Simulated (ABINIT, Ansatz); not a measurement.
# CdF2 (Fm-3m): G0W0 on several meshes in ABINIT, part 2 of 2

Wanted: mesh dependence and cost of G0W0 for CdF2 (Fm-3m).

ABINIT 10.8.3; PBE and many-body steps on it, plane waves. Known limits of the many-body steps: not at the basis limit; d shell near the gap, gap tends to lie low; no spin-orbit coupling; coarse k mesh.

So far. Step 4 (6×6×6): The gap on the mesh goes from 3.14 eV to 5.34 eV, a correction of +2.20 eV. Step 5 (Empty states on the mesh, 4×4×4 mesh, 127 bands): On this mesh the gap is 3.124 eV.

**7. 4×4×4**

This step: G0W0 on PBE, plane waves, norm-conserving pseudopotentials.

The input, run.abi:

```
acell 3*1.0 Angstrom
rprim 
  0.000000000000 2.694000000000 2.694000000000
  2.694000000000 -0.000000000000 2.694000000000
  2.694000000000 2.694000000000 -0.000000000000
ntypat 2
znucl 48 9
natom 3
typat 1 2 2
xred 
  0.000000000000 0.000000000000 0.000000000000
  0.250000000000 0.250000000000 0.250000000000
  0.750000000000 0.750000000000 0.750000000000
pp_dirpath "pseudos"
pseudos "Cd.upf, F.upf"
ecut 47
ngkpt 4 4 4
nshiftk 1
shiftk 0 0 0
kptopt 1
chksymbreak 0
istwfk *1
occopt 1
irdwfk 1
optdriver 4
nband 119
gwcalctyp 0
ecutsigx 47
symsigma 1
nkptgw 2
kptgw 
  -0.2500000000 0.5000000000 0.2500000000
  0.0000000000 0.0000000000 0.0000000000
bdgw 
  16 19
  15 21
ecuteps 6.5
irdscr 1
ppmodel 1
indata_prefix "in"
outdata_prefix "out"
tmpdata_prefix "tmp"
```

Command:

```
> OMP_NUM_THREADS=1 mpirun -n 8 abinit run.abi > log
```

Log:

```text
.Version 10.8.3 of ABINIT. v10.8.2 released Aug 2026.

 Symmetries : space group Fm -3 m (#225); Bravais cF (face-center cubic)
[... echo of the input left out ...]
== DATASET  1 ==================================================================
-   mpi_nproc: 8, omp_nthreads: 1 (-1 if OMP is not activated)

--- !DatasetInfo
iteration_state: {dtset: 1, }
dimensions: {natom: 3, nkpt: 8, mband: 119, nsppol: 1, nspinor: 1, nspden: 1, mpw: 4092, }
cutoff_energies: {ecut:  47.0, pawecutdg:  -1.0, }
electrons: {nelect:   3.40000000E+01, charge:   0.00000000E+00, occopt:   1.00000000E+00, tsmear:   1.00000000E-02, }

 SIGMA: Calculation of the GW corrections

 Based on a program developped by R.W. Godby, V. Olevano, G. Onida, and L. Reining.
 Incorporated in ABINIT by V. Olevano, G.-M. Rignanese, and M. Torrent.
.Using double precision arithmetic ; gwpc =  8

[... cell and pseudopotentials left out ...]
--------------------------------------------------------------------------------

 ==== K-mesh for the wavefunctions ====
 Number of points in the irreducible wedge :     8
[... list of points left out ...]
 Together with 48 symmetry operations and time-reversal symmetry
 yields    64 points in the full Brillouin Zone.

 ==== Q-mesh for screening function ====
 Number of points in the irreducible wedge :     8
[... list of points left out ...]
 Together with 48 symmetry operations and time-reversal symmetry
 yields    64 points in the full Brillouin Zone.

 vcoul_init : cutoff-mode = AUXILIARY_FUNCTION
 q-points for optical limit:   1
     1)      0.000010    0.000020    0.000030
 setmesh: FFT mesh size selected  =    45x   45x   45
          total number of points  =        91125

 Number of electrons calculated from density =   34.0000; Expected =   34.0000
[...]
number of omega for Sigma on real axis              0
 max omega for Sigma on real axis  [eV]           0.00
 zcut for avoiding poles [eV]                     0.10

 EPSILON^-1 parameters (SCR file):
 dimension of the eps^-1 matrix on file            181
 dimension of the eps^-1 matrix used               181
 number of plane-waves for wavefunctions          4015
 number of bands                                   119
 number of q-points in IBZ                           8
 number of frequencies                               2
 number of real frequencies                          1
 number of imag frequencies                          1

 matrix elements of self-energy operator (all in [eV])

 Perturbative Calculation

--- !SelfEnergy_ee
iteration_state: {dtset: 1, }
kpoint     : [  -0.250,    0.500,    0.250, ]
spin       : 1
KS_gap     :    8.101
QP_gap     :   11.351
Delta_QP_KS:    3.250
data: !SigmaeeData |
     Band     E0 <VxcDFT>   SigX SigC(E0)      Z dSigC/dE  Sig(E)    E-E0       E
       16   2.536 -23.138 -30.563   5.710   0.793  -0.261 -24.498  -1.360   1.176
       17   3.135 -24.392 -31.575   5.529   0.804  -0.244 -25.721  -1.329   1.806
       18  11.236 -16.752 -10.745  -3.761   0.855  -0.169 -14.831   1.921  13.157
[...]
--- !SelfEnergy_ee
iteration_state: {dtset: 1, }
kpoint     : [   0.000,    0.000,    0.000, ]
spin       : 1
KS_gap     :    3.619
QP_gap     :    6.079
Delta_QP_KS:    2.460
data: !SigmaeeData |
     Band     E0 <VxcDFT>   SigX SigC(E0)      Z dSigC/dE  Sig(E)    E-E0       E
[...]
20  15.876 -10.202  -4.669  -4.276   0.878  -0.139  -9.099   1.103  16.979
       21  15.876 -10.202  -4.669  -4.276   0.878  -0.139  -9.099   1.103  16.979

== END DATASET(S) ==============================================================
================================================================================

 -outvars: echo values of variables after computation  --------
           etotal      0.0000000000E+00
            nband         119
             nkpt           8
          spgroup         225
 [... the other variables as echoed above ...]

 Calculation completed.
```

Elapsed: 5.2 s, on 8 MPI ranks of Arm Neoverse V2, shared host; peak memory 1.5 GiB; 40 s of CPU time.

Numbers from this step:

| Property | Result |
| --- | --- |
| G0W0 gap on the points computed | 5.32 eV |
| starting gap on the mesh | 3.124 eV |
| k of the valence top | -0.25, 0.5, 0.25 |
| k of the conduction bottom | 0, 0, 0 |
| Z at the valence top | 0.804 |
| Z at the conduction bottom | 0.875 |
| least direct G0W0 gap on the computed points | 6.08 eV |

Against G0W0 in ABINIT (6×6×6 mesh, 119 bands, screening to 176.9 eV, Godby-Needs plasmon pole), the gap moves by −0.023 eV.

**8. Side by side**

Times are wall times on 8 MPI ranks of Arm Neoverse V2, shared host, good to a factor of about two. A run's time includes the screening step that it read.

```tsv
run	mesh	bands	screening cutoff (eV)	DFT gap (eV)	gap on the mesh (eV)	direct (eV)	ε∞ used	time
6×6×6	6×6×6	119	176.9	3.143	5.343	6.079	2.74	2.2 min
4×4×4	4×4×4	119	176.9	3.124	5.320	6.080	2.75	25 s
```

**9. Outcome**

```yaml
6x6x6: 5.343 eV
4x4x4: 5.320 eV
known_limits: not at the basis limit; d shell near the gap, gap tends to lie low; no spin-orbit coupling; coarse k mesh
```

In words: 4×4×4: −0.023 eV against 6×6×6, −0.019 eV of it in the start. Bands and cutoff are finite, so the gap is not at the basis limit. The miss can reach some tenths of an eV and take either sign; the mesh is an error of its own. In the G0W0 runs levels were corrected at 2 k points alone, so a gap called «on the mesh» is the least over those, and an edge elsewhere would be missed. A d shell, filled or nearly so, lies near the gap. One-shot GW converges very slowly in bands there, not always from below, and on a semilocal start the gap tends to come out low; starts rich in exact exchange can overshoot instead. The many-body steps are scalar-relativistic: spin-orbit coupling is not in them.

[Paths, hosts, dates, memory and timing lines, banners, echoed tables and standing remarks are left out of the program output.]

[Logs are printed without paths, hosts, clocks, repeated set-up lines and the standing remarks that a program may print on its own settings, such as how far it seeks lower states.]

[Runs of the session that timed out or met a known fault of the program may be left out.]

[Hosts, paths, dates, database ids (printed as entryN), source tags and the programs' standing remarks are cut or masked in the printed files.]

[G0W0 gaps are taken among the corrected bands and points alone; a level outside them can change the order at an edge.]

[Where Ansatz stands beside ABINIT at settings called matched, ABINIT's density can come from a denser mesh and the files from another edition; pairs whose starting gaps differed by over 0.03 eV were left out, so agreement reads better than it is.]
